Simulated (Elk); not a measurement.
# E(q) of AlFe3, part 2 of 2

Wanted: E(q) for AlFe3 and its minimum.

Elk 11.2.3 (patched build); LDA (Perdew-Wang); all-electron APW+lo, Dirac cores, scalar-relativistic bands.

So far. Step 2 (Run at q = 0): After 23 cycles the largest moment stands at 2.38 μB.

## 3. One pass at q = (0.25, 0, 0.25)

One diagonalisation in the potential of q = 0; by the force theorem the spiral's energy is the band energy with the smearing's entropy term, less that of a like pass at q = 0. The total energy that such a pass prints is not self-consistent and is not used.

The input, elk.in:

```
tasks
  1

xctype
  3

rgkmax
  7.0

nempty
  12

swidth
  0.003

reducebf
  0.5

epsengy
  1e-06

maxscl
  1

lmaxi
  3

spinsprl
  .true.

spinpol
  .true.

vqlss
  0.250000 0.000000 0.250000

sppath
  './'

avec
  0.00000000000 5.45590794523 5.45590794523
  5.45590794523 0.00000000000 5.45590794523
  5.45590794523 5.45590794523 0.00000000000

atoms
  2
  'Al.in'
  1
  0.0000000000 0.0000000000 0.0000000000   0.000000 0.000000 0.000000
  'Fe.in'
  3
  0.5000000000 0.5000000000 0.5000000000   -0.000084 0.000000 0.000000
  0.2500000000 0.2500000000 0.2500000000   -0.000084 0.000000 0.000000
  0.7500000000 0.7500000000 0.7500000000   -0.000084 0.000000 0.000000

ngridk
  8 8 8
```

Command:

```bash
$ OMP_NUM_THREADS=4 elk
```

Numbers of over 12 decimals in the logs are rounded to 6 here.

The program printed:

```text
Warning(gndstate): core states of species 1 leak from the muffin-tin :   0.5116135019E-03

--- INFO.OUT ---
┌─────────────────────────┐
│ Elk code version 11.2.3 │
└─────────────────────────┘

All units are atomic (Hartree, Bohr, etc.)

┌──────────────────────────────────────────┐
│ Ground-state run resuming from STATE.OUT │
└──────────────────────────────────────────┘

Lattice vectors :
   0.000000000       5.455907945       5.455907945
   5.455907945       0.000000000       5.455907945
   5.455907945       5.455907945       0.000000000

Species : 1 (Al)
 muffin-tin radius :    2.200000000
 atomic positions (lattice), magnetic fields (Cartesian) :
  1 :   0.00000000  0.00000000  0.00000000    0.00000000  0.00000000  0.00000000

Species : 2 (Fe)
 muffin-tin radius :    2.337477441
 atomic positions (lattice), magnetic fields (Cartesian) :
  1 :   0.50000000  0.50000000  0.50000000    0.00000000  0.00000000  0.00000000
  2 :   0.25000000  0.25000000  0.25000000    0.00000000  0.00000000  0.00000000
  3 :   0.75000000  0.75000000  0.75000000    0.00000000  0.00000000  0.00000000

Total number of atoms per unit cell :    4
Total muffin-tin volume :    205.0937796
 ratio of muffin-tin to unit cell volume :   0.6314244443

Spin treatment :
 spin-polarised
 global magnetic field (Cartesian) :    0.000000000       0.000000000       0.000000000
 non-collinear magnetisation
 spin-spiral state assumed
  q-vector (lattice)   :   0.2500000000       0.000000000      0.2500000000
  q-vector (Cartesian) :    0.000000000      0.2879074102       0.000000000
  q-vector length      :   0.2879074102

Number of Bravais lattice symmetries :    8
Number of crystal symmetries         :    8
Crystal has no inversion symmetry
Complex Hermitian eigensolver will be used

k-point grid :      8     8     8
k-point offset :    0.000000000       0.000000000       0.000000000
k-point set is reduced with full crystal symmetry group
Total number of k-points :      100

Muffin-tin radius times maximum |G+k| :    7.000000000
 using average radius
Maximum |G+k| for APW functions       :    3.039371039
Maximum (1/2)|G+k|²                   :    4.618888157
Maximum |G| for potential and density :    12.00000000
Constant for pseudocharge density :    7
 order of it for each species :   14  14
 order of it for pair densities of each species (exact exchange by exxq0 0: 14) :    8  10
Radial integration step length :    1

G-vector grid sizes :     30    30    30
Number of G-vectors :     9409

Maximum angular momentum used for
 APW functions            :    8
 outer part of muffin-tin :    6

Number of empty states         :     48
Total number of valence states :    154
Total number of core states    :     34

Third-order local-orbitals added for an l without core states : T
Total number of local-orbitals :     79

Exchange-correlation functional :      3     0     0
 Perdew-Wang/Ceperley-Alder, Phys. Rev. B 45, 13244 (1992)
 gradient requirement :    0
 local density approximation (LDA)

Smearing type :    3
 Fermi-Dirac
Smearing width :   0.3000000000E-02
Effective electronic temperature (K) :    947.3250744

Mixing type :    3
 Broyden mixing, J. Phys. A: Math. Gen. 17, L317 (1984)

Potential read in from STATE.OUT

┌──────────────────────────────┐
│ Self-consistent loop started │
└──────────────────────────────┘

┌─────────────────┐
│ Loop number : 1 │
└─────────────────┘

Reached self-consistent loops maximum

Energies :
 Fermi                       :     0.304085
 sum of occupied eigenvalues :     -2333.3478239720
 electron kinetic            :      4103.0573363750
 core electron kinetic       :      3618.5035709102
 Coulomb                     :     -7978.0052549136
 Coulomb potential           :     -6200.4605766123
 nuclear-nuclear             :     -711.86925789725
 electron-nuclear            :     -8358.2460749495
 Hartree                     :      1092.1100779332
 Madelung                    :     -4877.7749666074
 xc potential                :     -235.71091265115
 xc effective B-field        :    -0.229174
 external B-field            :      0.000000
 exchange                    :     -171.05213302586
 correlation                 :     -7.670202
 electron entropic           :    -0.34758320638129E-02
 total energy                :     -4053.6737290250
 (external B-field energy excluded from total)

Density of states at Fermi energy :    118.3994500
 (states/Hartree/unit cell)

Estimated indirect band gap :   0.3227001359E-04
 from k-point 24 to k-point 85
Estimated direct band gap   :   0.3085750940E-02
 at k-point 75

Charges :
 core                        :    34.00000000
 valence                     :    57.00000000
 interstitial                :    4.490642400
 muffin-tins (core leakage)
  species : 1 (Al)
   atom 1                    :    11.41323158     (  0.5116135019E-03)
  species : 2 (Fe)
   atom 1                    :    24.91681374     ( -0.3589483214E-05)
   atom 2                    :    25.08965614     ( -0.3589483082E-05)
   atom 3                    :    25.08965614     ( -0.3589483082E-05)
 total in muffin-tins        :    86.50935760
 total calculated charge     :    90.99893584
 total charge                :    91.00000000
 error                       :   0.1064155895E-02

Moments :
 interstitial                :  -0.1070928132      0.1308235786E-04 -0.1211456736E-05
 muffin-tins
  species : 1 (Al)
   atom 1                    :  -0.4993500229E-01  0.3568674375E-04  0.7785968019E-05
  species : 2 (Fe)
   atom 1                    :    2.375180328     -0.1178655693E-04  0.1061732128E-04
   atom 2                    :    1.773963357     -0.3462847424E-04  0.2370446194E-04
   atom 3                    :    1.773963357     -0.3462847424E-04  0.2370446194E-04
 total in muffin-tins        :    5.873172041     -0.4535676166E-04  0.6581221317E-04
 total moment                :    5.766079228     -0.3227440380E-04  0.6460075643E-04

┌──────────────────────────────┐
│ Self-consistent loop stopped │
└──────────────────────────────┘

Warning : core states of species 1 leak from the muffin-tin :   0.5116135019E-03
```

Elapsed: 19 s, on 4 threads of Arm Neoverse V2, shared host; peak memory 0.38 GiB; 74 s of CPU time.

This step gave:

| Property | Result |
| --- | --- |
| magnetization | 5.766, 0, 0 μB |
| final state | spiral |
| largest moment | 2.375 μB |

Moments of a spiral are printed for the first cell, in the frame that turns with it; over the crystal the turning parts cancel.

By that sum this spiral lies +25.3 meV a seeded atom from q = 0.

## 4. One pass at q = (0.5, 0, 0.5)

Changes to elk.in since step 3:

```diff
@@ -34,3 +34,3 @@
 vqlss
-  0.250000 0.000000 0.250000
+  0.500000 0.000000 0.500000
```

Command:

```bash
$ OMP_NUM_THREADS=4 elk
```

The program printed:

```text
Warning(gndstate): core states of species 1 leak from the muffin-tin :   0.5116135019E-03

--- INFO.OUT ---
┌─────────────────────────┐
│ Elk code version 11.2.3 │
└─────────────────────────┘

All units are atomic (Hartree, Bohr, etc.)

┌──────────────────────────────────────────┐
│ Ground-state run resuming from STATE.OUT │
└──────────────────────────────────────────┘

Lattice vectors :
   0.000000000       5.455907945       5.455907945
   5.455907945       0.000000000       5.455907945
   5.455907945       5.455907945       0.000000000
[...]
species : 2 (Fe)
   atom 1                    :    2.416897105     -0.4592939314E-04  0.1220304339E-04
   atom 2                    :    1.652746401     -0.6487326122E-04  0.3554078958E-04
   atom 3                    :    1.652746401     -0.6487326122E-04  0.3554078958E-04
 total in muffin-tins        :    5.709969590     -0.1525533127E-03  0.9645551486E-04
 total moment                :    5.638868947     -0.1309644895E-03  0.9488268739E-04

┌──────────────────────────────┐
│ Self-consistent loop stopped │
└──────────────────────────────┘

Warning : core states of species 1 leak from the muffin-tin :   0.5116135019E-03

[key lines of the parts left out:]
total energy                :     -4053.6489345302
```

Wall time 19 s (4 threads); peak memory 0.42 GiB.

This step gave:

- magnetization: 5.639, 0, 0 μB
- final state: spiral
- largest moment: 2.417 μB

By that sum this spiral lies +97.2 meV a seeded atom from q = 0.

## 5. Another try

A slip in the input shows what the program catches and what it lets pass.

The input, elk.in:

```
tasks
  0

xctype
  3

rgkmax
  7.0

nempty
  12

swidth
  0.003

reducebf
  0.5

epsengy
  1e-06

maxscl
  75

lmaxi
  3

spinsprl
  .true.

spinpol
  .true.

vqlss
  0.500000 0.250000 0.500000

sppath
  './'

avec
  0.00000000000 5.45590794523 5.45590794523
  5.45590794523 0.00000000000 5.45590794523
  5.45590794523 5.45590794523 0.00000000000

atoms
  2
  'al_paw.in'
  1
  0.0000000000 0.0000000000 0.0000000000   0.000000 0.000000 0.000000
  'Fe.in'
  3
  0.5000000000 0.5000000000 0.5000000000   -0.084000 0.000000 0.000000
  0.2500000000 0.2500000000 0.2500000000   -0.084000 0.000000 0.000000
  0.7500000000 0.7500000000 0.7500000000   -0.084000 0.000000 0.000000

ngridk
  8 8 8
```

Command:

```bash
$ OMP_NUM_THREADS=4 elk
```

The program printed:

```text
┌─────────────────────────────────┐
│ Elk code version 11.2.3 started │
└─────────────────────────────────┘

Error(readspecies): error opening species file ./al_paw.in
```

Wall time 0.01 s (4 threads); peak memory 0.05 GiB.

The input was rejected at the start.

The program's message: “Error(readspecies): error opening species file ./al_paw.in”

The fault put into the input: a species file that isn't there.

The file named under atoms must lie in sppath.

## 6. All wavevectors

Wavevectors, in fractions of the reciprocal vectors: (0, 0, 0); (0.25, 0, 0.25); (0.5, 0, 0.5); (0.5, 0.25, 0.5); (0.5, 0.5, 0.75); (0.25, 0.25, 0.5); (0, 0, 0). The path runs through Γ, X, near U, near K, Γ.

Table of energy less that at q = 0, frozen potential by path:

| path (Å⁻¹) | energy less that at q = 0, frozen potential (meV a seeded atom) |
| --- | --- |
| 0.00 | 0 |
| 0.54 | 25.3 |
| 1.09 | 97.2 |
| 1.56 | 74.3 |
| 2.10 | 107 |
| 2.57 | 59.4 |
| 3.34 | 0 |

## 7. Summary of results

```
lowest point  : (0, 0, 0), 0 meV a seeded atom (frozen potential)
highest point : (0.5, 0.5, 0.75), 107 meV a seeded atom
```

**Reading.** No spiral on the path lies under the state at q = 0; the dearest costs 107 meV a seeded atom. The force theorem is exact for small turns only; a flat spiral at large q turns neighbours far. The mesh is the same for all points and was not tested: differences of a few meV, and of some ten in a metal, can be noise.

[Logs and program files are shortened in this print: banners, set-up blocks, solver, clock and traceback lines can be left out without a mark of their own.]

[Logs are printed without paths, hosts, clocks, repeated set-up lines and the standing remarks that a program may print on its own settings, such as how far it seeks lower states.]

[Hosts, paths, dates, database ids (printed as entryN), source tags and the programs' standing remarks are cut or masked in the printed files.]

[Where a cell is said to come from a database of computed structures, the database is the Materials Project.]
